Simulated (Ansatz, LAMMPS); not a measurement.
# Liquid Zn36S22Te14 at 1800 K (72 atoms): support functions against a reference

Aim: test how closely localised support functions follow the reference on liquid Zn36S22Te14 at 1800 K (72 atoms), and at what cost. A setting counts as converged where the r.m.s. difference of forces stays under 1 % of the r.m.s. force.

Method: Kohn-Sham DFT, PBE, PAW (set soft_2, large core), plane waves, in Ansatz 0.2.0.

**1. The starting structure**

The cell holds 72 atoms: 36 Zn, 22 S and 14 Te. Cell: a = 12.131 Å, b = 12.131 Å, c = 12.131 Å, α = 90.0°, β = 90.0°, γ = 90.0°. 72 atoms (36 Zn, 22 S, 14 Te) placed at random at 4.51 g/cm³, melted at 2500 K for 10 ps at fixed volume with the Stillinger-Weber II-VI potential (Zhou et al., Phys. Rev. B 88, 085309 (2013)). Snapshot at the end of a hold of 5 ps at 1800 K and fixed volume.

Before any run, some limits are plain. The network of bonds at the start is that of the classical potential that made the cell, and needn't be the one that DFT or experiment would give. The Brillouin zone is sampled at Γ only, in a cell whose shortest periodic width is 12 Å. No spin–orbit coupling is included, so levels derived from the heavy atoms are approximate.

**2. How the cell was made**

A classical potential makes the cell, at a small fraction of what the same run would cost in DFT.

This step: classical MD, Stillinger-Weber II-VI potential (Zhou et al., Phys. Rev. B 88, 085309 (2013)) (LAMMPS 22 Jul 2025 - Update 4).

in.lmp reads:

```
# melt-quench of Zn36S22Te14
units metal
atom_style atomic
boundary p p p
region box block 0 12.1310 0 12.1310 0 12.1310
create_box 3 box
mass 1 65.3800   # Zn
mass 2 32.0600   # S
mass 3 127.6000   # Te
create_atoms 1 random 36 359373 NULL overlap 2.1 maxtry 2000
create_atoms 2 random 22 359380 NULL overlap 2.1 maxtry 2000
create_atoms 3 random 14 359387 NULL overlap 2.1 maxtry 2000
pair_style sw
pair_coeff * * CdTeZnSeHgS0.sw Zn S Te
neigh_modify delay 0 every 1 check yes
thermo_style custom step time temp pe press density
thermo_modify norm yes
timestep 0.001
thermo 100
min_style cg
minimize 1e-4 1e-4 200 2000
reset_timestep 0
velocity all create 2500 359374 mom yes dist gaussian
fix lim all nve/limit 0.05
fix lan all langevin 2500 2500 0.1 359375 zero yes
thermo 500
run 1000 post no
unfix lim
unfix lan
thermo 1666
fix md all nvt temp 2500 2500 0.1
run 10000 post no
unfix md
thermo 1000
fix md all nvt temp 2500 1800 0.1
run 3000 post no
unfix md
compute msd all msd com yes
thermo 1250
fix md all nvt temp 1800 1800 0.1
run 5000 post no
print "== T1800: mean square displacement over the hold $(c_msd[4]:%.2f) A^2"
unfix md
uncompute msd
write_dump all custom T1800.dump id type xs ys zs modify sort id
```

Command:

```console
> lmp -in in.lmp -log none -nocite
```

Output:

```text
LAMMPS (22 Jul 2025 - Update 4)
Created orthogonal box = (0 0 0) to (12.131 12.131 12.131)
Created 36 atoms
Created 22 atoms
Created 14 atoms
   Step          Time           Temp          PotEng         Press         Density
         0   0              0              0.31696922     470355.03      4.5070138
       100   0.1            0             -2.2144401     -9185.2746      4.5070138
       108   0.108          0             -2.2204373     -10098.862      4.5070138
Loop time of 0.0256274 s on 1 MPI rank(s) for 108 steps with 72 atoms
Minimization stats:
  Stopping criterion = energy tolerance
  Energy initial, next-to-last, final =
[... 17 lines left out ...]
Loop time of 1.57713 s on 1 MPI rank(s) for 10000 steps with 72 atoms
   Step          Time           Temp          PotEng         Press         Density
[... 4 lines left out ...]
Loop time of 0.470935 s on 1 MPI rank(s) for 3000 steps with 72 atoms
   Step          Time           Temp          PotEng         Press         Density
[... 2 lines left out ...]
     16250   16.25          1644.2524     -2.0547108      2154.5518      4.5070138
     17500   17.5           1712.0599     -2.0596439     -8505.9523      4.5070138
     18750   18.75          1833.5771     -2.068403      -13339.385      4.5070138
     19000   19             1857.8757     -2.097867       1624.3429      4.5070138
Loop time of 0.747223 s on 1 MPI rank(s) for 5000 steps with 72 atoms
== T1800: mean square displacement over the hold 6.68 A^2
```

Run time: 3.1 s. Hardware: 1 thread of Arm Neoverse V1, shared host; peak memory 0.07 GiB.

**3. Plane-wave single point**

This run is the reference for what follows, at a cutoff of 420 eV.

input.yaml reads:

```yaml
crystal:
  lattice:
    - [12.131, 0.0, 0.0]
    - [0.0, 12.131, 0.0]
    - [0.0, 0.0, 12.131]
  atoms:
    - { symbol: Zn, position: [0.52027, 0.67728, 0.68105] }
    - { symbol: Zn, position: [0.53314, 0.767, 0.26275] }
    - { symbol: Zn, position: [0.32587, 0.1863, 0.32026] }
    - { symbol: Zn, position: [0.35779, 0.82781, 0.55508] }
    - { symbol: Zn, position: [0.34458, 0.75164, 0.91339] }
    - { symbol: Zn, position: [0.79537, 0.43834, 0.72156] }
    - { symbol: Zn, position: [0.54051, 0.96118, 0.6276] }
    - { symbol: Zn, position: [0.73433, 0.76598, 0.12162] }
    - { symbol: Zn, position: [0.63317, 0.2222, 0.92323] }
    - { symbol: Zn, position: [0.01957, 0.89498, 0.37959] }
    - { symbol: Zn, position: [0.06242, 0.34399, 0.67179] }
    - { symbol: Zn, position: [0.18758, 0.0044, 0.56655] }
    - { symbol: Zn, position: [0.1943, 0.12689, 0.85908] }
    - { symbol: Zn, position: [0.90306, 0.27261, 0.4426] }
    - { symbol: Zn, position: [0.81805, 0.79836, 0.71768] }
    - { symbol: Zn, position: [0.43452, 0.47757, 0.39429] }
    - { symbol: Zn, position: [0.87405, 0.10728, 0.71239] }
    - { symbol: Zn, position: [0.59247, 0.26624, 0.5574] }
    - { symbol: Zn, position: [0.16324, 0.55341, 0.99506] }
    - { symbol: Zn, position: [0.58239, 0.26638, 0.22642] }
    - { symbol: Zn, position: [0.47921, 0.55059, 0.10321] }
    - { symbol: Zn, position: [0.83734, 0.1411, 0.21418] }
    - { symbol: Zn, position: [0.6532, 0.00021, 0.94655] }
    - { symbol: Zn, position: [0.18928, 0.89377, 0.16508] }
    - { symbol: Zn, position: [0.22315, 0.63819, 0.3895] }
    - { symbol: Zn, position: [0.74178, 0.49708, 0.02909] }
    - { symbol: Zn, position: [0.92658, 0.31599, 0.93433] }
    - { symbol: Zn, position: [0.94153, 0.47878, 0.20147] }
    - { symbol: Zn, position: [0.03051, 0.02002, 0.02046] }
    - { symbol: Zn, position: [0.74274, 0.04151, 0.43592] }
    - { symbol: Zn, position: [0.34257, 0.34632, 0.67914] }
    - { symbol: Zn, position: [0.70301, 0.48287, 0.34205] }
    - { symbol: Zn, position: [0.91336, 0.61246, 0.8829] }
    - { symbol: Zn, position: [0.46695, 0.0588, 0.19597] }
    - { symbol: Zn, position: [0.09938, 0.70197, 0.74793] }
    - { symbol: Zn, position: [0.99466, 0.68001, 0.5007] }
    - { symbol: S, position: [0.25131, 0.98095, 0.37331] }
    - { symbol: S, position: [0.70742, 0.21981, 0.38621] }
    - { symbol: S, position: [0.89205, 0.48319, 0.39472] }
    - { symbol: S, position: [0.64701, 0.77906, 0.60767] }
    - { symbol: S, position: [0.61357, 0.63484, 0.39474] }
    - { symbol: S, position: [0.89092, 0.7408, 0.32816] }
    - { symbol: S, position: [0.21464, 0.20391, 0.68012] }
    - { symbol: S, position: [0.89923, 0.65086, 0.07685] }
    - { symbol: S, position: [0.36586, 0.52126, 0.94455] }
    - { symbol: S, position: [0.40773, 0.29134, 0.49] }
    - { symbol: S, position: [0.38295, 0.61324, 0.5289] }
    - { symbol: S, position: [0.2508, 0.55353, 0.72777] }
    - { symbol: S, position: [0.87024, 0.27526, 0.63072] }
    - { symbol: S, position: [0.91721, 0.313, 0.13569] }
    - { symbol: S, position: [0.04468, 0.46012, 0.85631] }
    - { symbol: S, position: [0.90718, 0.63162, 0.66491] }
    - { symbol: S, position: [0.01198, 0.02576, 0.22593] }
    - { symbol: S, position: [0.62957, 0.43248, 0.17755] }
    - { symbol: S, position: [0.14809, 0.78351, 0.55655] }
    - { symbol: S, position: [0.65774, 0.1135, 0.10367] }
    - { symbol: S, position: [0.75862, 0.37373, 0.88537] }
    - { symbol: S, position: [0.99147, 0.15624, 0.85914] }
    - { symbol: Te, position: [0.2818, 0.13274, 0.0837] }
    - { symbol: Te, position: [0.40217, 0.28143, 0.89565] }
    - { symbol: Te, position: [0.88121, 0.9268, 0.56074] }
    - { symbol: Te, position: [0.57782, 0.45005, 0.67009] }
    - { symbol: Te, position: [0.35172, 0.94689, 0.74977] }
    - { symbol: Te, position: [0.09454, 0.2168, 0.31774] }
    - { symbol: Te, position: [0.51988, 0.94985, 0.39687] }
    - { symbol: Te, position: [0.64954, 0.12846, 0.73031] }
    - { symbol: Te, position: [0.32484, 0.71238, 0.17697] }
    - { symbol: Te, position: [0.83261, 0.92576, 0.89784] }
    - { symbol: Te, position: [0.63507, 0.68779, 0.93737] }
    - { symbol: Te, position: [0.16884, 0.46048, 0.21624] }
    - { symbol: Te, position: [0.10404, 0.78198, 0.9543] }
    - { symbol: Te, position: [0.4573, 0.9038, 0.01766] }
kpoints:
  mp_grid: { grid: [1, 1, 1] }
hamiltonian:
  xc: pbe
  pseudopotentials: { kind: paw, core: large }
scf:
  occupations: { method: gaussian, width: 0.025 }
output:
  forces: true
  stress: true
  populations: true
  dos:
    method: { smearing: { sigma: 0.1 } }
    de: 0.1
    projected: { site_lists: { S: [S], Te: [Te], Zn: [Zn] } }
  eigenvalues: true
  write_density: true
  write_potential: true
  volumetric_format: npy
  elf: true
```

Command:

```console
> ansatz run input.yaml --threads 4 --pin off --max-ram 8192MiB --backend cpu --events-out ev --progress --plain --runs-dir out
```

Output:

```text
Engine: ansatz 0.2.0, aarch64-unknown-linux-gnu
Pseudopotentials: kind: paw
Pseudopotential: Zn, paw, valence charge 12, recommended cutoff 420 eV (normal), Zn.paw.azcp
Pseudopotential: S, paw, valence charge 6, recommended cutoff 420 eV (normal), S.paw.azcp
Pseudopotential: Te, paw, valence charge 6, recommended cutoff 420 eV (normal), Te.paw.azcp#standard-large-core
[... 5 lines on functional and potentials left out ...]
Crystal: 72 atoms, lattice volume = 1785.212 Å³
Basis set: ecut = 420 eV, 34889 PW (Γ), exchange–correlation on 180×180×180 points (8 copies of the dense FFT grid, shifted against one another)
Bands: 396, of which v1, the nominal top of the filled ones, is band 324 counted from 1 (323 counted from 0)
Symmetry: 1 space group operations
Space group: P1 (ITA 1), of the structure as read, at distance tolerance 1.2e-4 Å
k-points: 1
[... 7 lines on functional and potentials left out ...]
Initial density: superposition of atomic densities (chi_scale 0.1, normalization cell, long waves kept (reshape's long-wave potential 0.56 eV rms))
Initial wavefunctions: pseudopotential atomic-orbital guess
Functional: x = pbe(κ = 0.804, μ = 0.219515), c = pbe(β = 0.066725)
SCF iter   1: F=—  HF=-208575.877209 eV  |F-HF|=—  |Δ(HF+E_count)|=         —  Δρ=3.28e-2  dr2=6.62e1  ethr=3.10e-3  ⟨swp⟩=6.0  Hψ=1478  notcnv=0  defer=45
preconditioner: auto → LDOS  [insulator: Δε(μ)=0.093 eV  Ē_g=9.268 eV  σ=0.025 eV  W_gap=0.99  n_scr=364 (ndim 8)  ℏωp=22.4 eV  f_vac=0.034  D(μ)=3.01/eV (n_scr^D=6)  ε∞_Penn≈6.8  β→1.0]
SCF iter   2: F=—  HF=-208584.316150 eV  |F-HF|=—  |Δ(HF+E_count)|=    8.44e0  Δρ=3.58e-2  dr2=1.60e2  ethr=3.10e-3  ⟨swp⟩=4.0  Hψ=794  notcnv=0  defer=60  recentre
SCF iter   3: F=—  HF=-208568.188786 eV  |F-HF|=—  |Δ(HF+E_count)|=    1.61e1  Δρ=1.31e-2  dr2=1.03e1  ethr=3.10e-3  ⟨swp⟩=3.0  Hψ=762  notcnv=0  defer=67
SCF iter   4: F=—  HF=-208567.011928 eV  |F-HF|=—  |Δ(HF+E_count)|=    1.18e0  Δρ=4.95e-3  dr2=1.21e0  ethr=1.59e-3  ⟨swp⟩=3.0  Hψ=462  notcnv=0  defer=66
SCF iter   5: F=—  HF=-208566.908462 eV  |F-HF|=—  |Δ(HF+E_count)|=   1.03e-1  Δρ=3.44e-3  dr2=7.42e-1  ethr=1.87e-4  ⟨swp⟩=5.0  Hψ=643  notcnv=0  defer=66
SCF iter   6: F=—  HF=-208566.868512 eV  |F-HF|=—  |Δ(HF+E_count)|=   4.00e-2  Δρ=9.55e-4  dr2=6.00e-2  ethr=1.15e-4  ⟨swp⟩=2.0  Hψ=338  notcnv=0  defer=66
SCF iter   7: F=—  HF=-208566.866771 eV  |F-HF|=—  |Δ(HF+E_count)|=   1.74e-3  Δρ=7.34e-4  dr2=2.45e-2  ethr=9.27e-6  ⟨swp⟩=2.0  Hψ=545  notcnv=0  defer=66
SCF iter   8: F=—  HF=-208566.864902 eV  |F-HF|=—  |Δ(HF+E_count)|=   1.87e-3  Δρ=3.98e-4  dr2=9.06e-3  ethr=3.77e-6  ⟨swp⟩=2.0  Hψ=594  notcnv=0  defer=66
SCF iter   9: F=—  HF=-208566.864259 eV  |F-HF|=—  |Δ(HF+E_count)|=   6.43e-4  Δρ=1.79e-4  dr2=2.06e-3  ethr=1.40e-6  ⟨swp⟩=2.0  Hψ=516  notcnv=0  defer=66
SCF iter  10: F=—  HF=-208566.864076 eV  |F-HF|=—  |Δ(HF+E_count)|=   1.83e-4  Δρ=9.96e-5  dr2=5.58e-4  ethr=3.18e-7  ⟨swp⟩=2.0  Hψ=414  notcnv=0  defer=66
SCF iter  11: F=—  HF=-208566.864042 eV  |F-HF|=—  |Δ(HF+E_count)|=   3.42e-5  Δρ=6.01e-5  dr2=1.41e-4  ethr=8.61e-8  ⟨swp⟩=2.0  Hψ=619  notcnv=0  defer=66
SCF iter  12: F=—  HF=-208566.864017 eV  |F-HF|=—  |Δ(HF+E_count)|=   2.44e-5  Δρ=3.91e-5  dr2=6.78e-5  ethr=2.18e-8  ⟨swp⟩=2.0  Hψ=618  notcnv=0  defer=66
SCF iter  13: F=—  HF=-208566.865460 eV  |F-HF|=—  |Δ(HF+E_count)|=   1.44e-3  Δρ=2.38e-5  dr2=2.77e-5  ethr=1.05e-8  ⟨swp⟩=2.0  Hψ=618  notcnv=0  defer=66
SCF iter  14: F=—  HF=-208566.865456 eV  |F-HF|=—  |Δ(HF+E_count)|=   3.61e-6  Δρ=1.46e-5  dr2=9.52e-6  ethr=4.28e-9  ⟨swp⟩=2.0  Hψ=619  notcnv=0  defer=66
SCF iter  15: F=—  HF=-208566.865455 eV  |F-HF|=—  |Δ(HF+E_count)|=   1.16e-6  Δρ=8.91e-6  dr2=3.45e-6  ethr=1.47e-9  ⟨swp⟩=2.0  Hψ=619  notcnv=0  defer=66
SCF iter  16: F=—  HF=-208566.865455 eV  |F-HF|=—  |Δ(HF+E_count)|=   2.89e-7  Δρ=5.40e-6  dr2=1.48e-6  ethr=5.32e-10  ⟨swp⟩=2.0  Hψ=619  notcnv=0  defer=66
SCF iter  17: F=—  HF=-208566.865455 eV  |F-HF|=—  |Δ(HF+E_count)|=   1.05e-7  Δρ=3.52e-6  dr2=6.82e-7  ethr=2.29e-10  ⟨swp⟩=2.0  Hψ=619  notcnv=0  defer=66
SCF iter  18: F=—  HF=-208566.865455 eV  |F-HF|=—  |Δ(HF+E_count)|=   5.41e-8  Δρ=2.28e-6  dr2=2.39e-7  ethr=1.05e-10  ⟨swp⟩=2.0  Hψ=618  notcnv=0  defer=66
SCF iter  19: F=-208566.865455 eV  HF=-208566.865455 eV  |F-HF|=8.10e-8  |Δ(HF+E_count)|=   2.33e-8  Δρ=1.33e-6  dr2=9.91e-8  ethr=1.54e-11  ⟨swp⟩=19.0  Hψ=3845  notcnv=0
SCF 1 converged in 19 iterations: F = -208566.865455 eV  dr2 = 9.91e-8
  greatest PAW one-centre occupation: 0.987 electrons in one spin orbital (limit 2), on the Zn atom at site 11 (counted from 0), in its partial waves of l = 2
SCF converged after 19 iterations
Free energy (F): -208566.865455 eV
Harris-Foulkes:  -208566.865455 eV  (|F-HF|=8.10e-8)
Internal energy: -208566.846647 eV  (E = F + TS)
E sigma→0 (E₀):  -208566.856051 eV
Entropy (-TS):   -0.018808 eV (-0.261 meV/atom)
Fermi energy:    5.665898 eV
--- Per-component energies (eV) ---
  E_band       = -446.782861
  E_kinetic    = 7906.238540
  E_local      = -81143.393790  (includes V_loc(G=0)·N_el)
  E_nonlocal   = 23307.258502
  E_hartree    = 34406.931016
  E_xc         = -11954.266949
  E_vxc        = -4848.759457  (∫ρ·V_xc dr)
  E_paw        = -141173.512892  (= ΣΔE_a)
  E_vpaw       = -14481.960032  (= ΣTr[D̂ρ^β])
  E_aug_tail   = -0.013066  (compensation charges beyond the density's cutoff)
  E_ewald      = -39916.088009
  E_smearing   = -0.018808  (= −TS)
  E_closure    = -0.000000  (closes the sum)
  Σ components = -208566.865455   (vs F -208566.865455, Δ=0.00e0)
--- Forces (eV/Å), atoms counted from 1 ---
  atom   1  Zn    -0.39457617    -1.15719092     0.23798486
  atom   2  Zn     0.33379928    -0.51133035     0.32301207
  atom   3  Zn     0.06177098    -0.25231974     0.52455024
  atom   4  Zn    -0.37039429    -0.40888754    -0.31291503
  atom   5  Zn    -0.42810820    -0.81230806    -0.23047898
  atom   6  Zn    -0.25140189     0.61818284    -1.58499808
  atom   7  Zn     0.39838556    -0.68880947     0.24338002
  atom   8  Zn     0.22802162    -0.44538030     0.06985589
  atom   9  Zn    -0.76435016     0.66905574     0.35353263
  atom  10  Zn    -0.54208003    -0.65897740    -0.36094735
  atom  11  Zn     0.16182119    -0.51632925     0.78079706
  atom  12  Zn     0.65428319     0.06398703    -0.33090498
  atom  13  Zn     0.09192968     0.24630034     0.07937802
  atom  14  Zn     0.24408259     1.15574209    -0.64604669
[...]
atom  71  Te     0.93136131    -0.40529278    -0.44533091
  atom  72  Te     1.16074852     0.44625283     0.21837200
  max |Σ_I F_I| component: 6.59e-5 eV/Å
--- Stress (GPa, compression-positive) ---
       -1.872836       0.059697      -0.618562
        0.059697      -1.620670      -0.380560
       -0.618562      -0.380560      -2.595501
  P = ⅓ Tr σ = -2.0297 GPa (-20.297 kbar)
--- Band table (eV) ---
  k-point 0: bands = ["-8.5381", "-8.3690", "-8.1588", "-7.9721", [... 380 levels ...], "9.9420", "10.0196", "10.0462", "10.1282", "10.1715", "10.2089", "10.2628", "10.3007", "10.3470", "10.4262", "10.4415", "10.5381"]
--- Löwdin populations: 72 sites ---
  site symbol       q [e]
     0     Zn     10.9021
     1     Zn     11.0139
     2     Zn     11.0793
[...]
71     Te      6.6371
  spilling = 0.012560 (of n_electrons = 648.000000)
```

It took 55 s on 4 threads of Arm Neoverse V1, shared host; peak memory 2.4 GiB; 3.5 min of CPU time.

The column dr2 measures how far the density is from self-consistency, as an energy; F and HF (Harris–Foulkes) agree once it is small.

The program notes that potentials were chosen by core size.

Numbers from this run:

- free energy: -208566.8655 eV
- free energy per atom: -2896.7620 eV/atom
- SCF cycles: 19
- pressure: -2.03 GPa
- r.m.s. force component: 0.6703 eV/Å
- longest force: 2.255 eV/Å
- Fermi energy: 5.666 eV
- levels partly filled by over 2 per cent: 2
- spilling of the projection: 0.01256

The r.m.s. force component of 0.67 eV/Å sets the scale for the differences below.

**4. Support functions low**

With localised support functions most steps grow linearly with size, though the diagonalisation grows faster unless the density matrix is cut; this run measures error and cost at this size.

This step: Kohn-Sham DFT, PBE, PAW (set soft_2, large core), localised support functions (low) (Ansatz 0.2.0).

input.yaml, the sections that differ from step 3:

```yaml
scf:
  occupations: { method: gaussian, width: 0.025 }
  eigensolver: { kind: { support_functions: { accuracy: low } } }
  max_iter: 150
output:
  forces: true
  eigenvalues: true
# crystal, kpoints, hamiltonian: as in step 3
```

Output:

```text
Warning: scf.eigensolver.kind.support_functions: disabling space-group detection — the functions' gradient is summed over unrotated k-points, so no spatial operation reduces the k-mesh or symmetrises the density; time reversal is kept, so that k and −k are solved as one point where they differ and the mesh holds both, and exact exchange and, on two spinor components, a DFT+U term hold to it where the run has them: [...]
settings of this run that can trade accuracy for cost: scf.eigensolver.kind.support_functions; scf.eigensolver.kind.support_functions.accuracy: low [...]
[...]
Crystal: 72 atoms, lattice volume = 1785.212 Å³
Basis set: ecut = 420 eV, 34889 PW (Γ), exchange–correlation on 180×180×180 points (8 copies of the dense FFT grid, shifted against one another)
Bands: 389, of which v1, the nominal top of the filled ones, is band 324 counted from 1 (323 counted from 0)
Symmetry: 1 space group operations
k-points: 1
[...]
SCF iter   1: F=—  HF=-208518.976312 eV  |F-HF|=—  |Δ(HF+E_count)|=         —  Δρ=4.21e-2  dr2=6.26e1  ethr=1.00e-1
[...]
SCF iter  13: F=—  HF=-208566.948802 eV  |F-HF|=—  |Δ(HF+E_count)|=   1.95e-3  Δρ=5.50e-5  dr2=3.46e-5  ethr=2.99e-8  κ⁻¹=5.8e-5(r=7)
SCF iter  14: F=-208566.950668 eV  HF=-208566.950676 eV  |F-HF|=8.24e-6  |Δ(HF+E_count)|=   1.87e-3  Δρ=2.43e-5  dr2=8.35e-6  ethr=5.34e-9
SCF 1 converged in 14 iterations: F = -208566.993727 eV  dr2 = 8.35e-6
[...]
SCF converged after 14 iterations
Stability not checked: this state was not tested for a lower state beside it, because the mixer in use, unlike msr1, does not test its closes by its own steps (another_mixer; see scf.mixing.algorithm and scf.lower_state_search)
Free energy (F): -208566.993727 eV
[...]
Internal energy: -208566.975023 eV  (E = F + TS)
E sigma→0 (E₀):  -208566.984375 eV
Entropy (-TS):   -0.018704 eV (-0.260 meV/atom)
Fermi energy:    5.665456 eV
[...]
Σ components = -208566.993727   (vs F -208566.993727, Δ=0.00e0)
--- Forces (eV/Å), atoms counted from 1 ---
  atom   1  Zn    -0.39494358    -1.15710211     0.23677547
  atom   2  Zn     0.33363714    -0.51142831     0.32407049
  atom   3  Zn     0.06095876    -0.25290850     0.52415857
  atom   4  Zn    -0.37094760    -0.40936247    -0.31231357
[...]
atom  72  Te     1.16107749     0.44664839     0.21758680
  max |Σ_I F_I| component: 5.97e-3 eV/Å
--- Band table (eV) ---
[...]
```

Elapsed: 2.1 min, on 4 threads; peak memory 3.3 GiB.

The program notes that the band table was not solved further than the SCF left it and it switched symmetry off.

Keys that differ from the reference: support_functions.accuracy = "low" and scf.max_iter = 150.

Forces differ from the reference by 0.68 meV/Å r.m.s., 0.10 % of their size, well within a tolerance of 1 %; the energy by -1.8 meV/atom. It took roughly 2.3 times the reference's time (one timing each, with unlike analyses asked), in 14 cycles against 19.

(Continued in part 2 of 2.)

[Long decimals in the printed logs are rounded to 6 places.]

[Logs are printed without paths, hosts, clocks, repeated set-up lines and the standing remarks that a program may print on its own settings, such as how far it seeks lower states.]

[Hosts, paths, dates, database ids (printed as entryN), source tags and the programs' standing remarks are cut or masked in the printed files.]
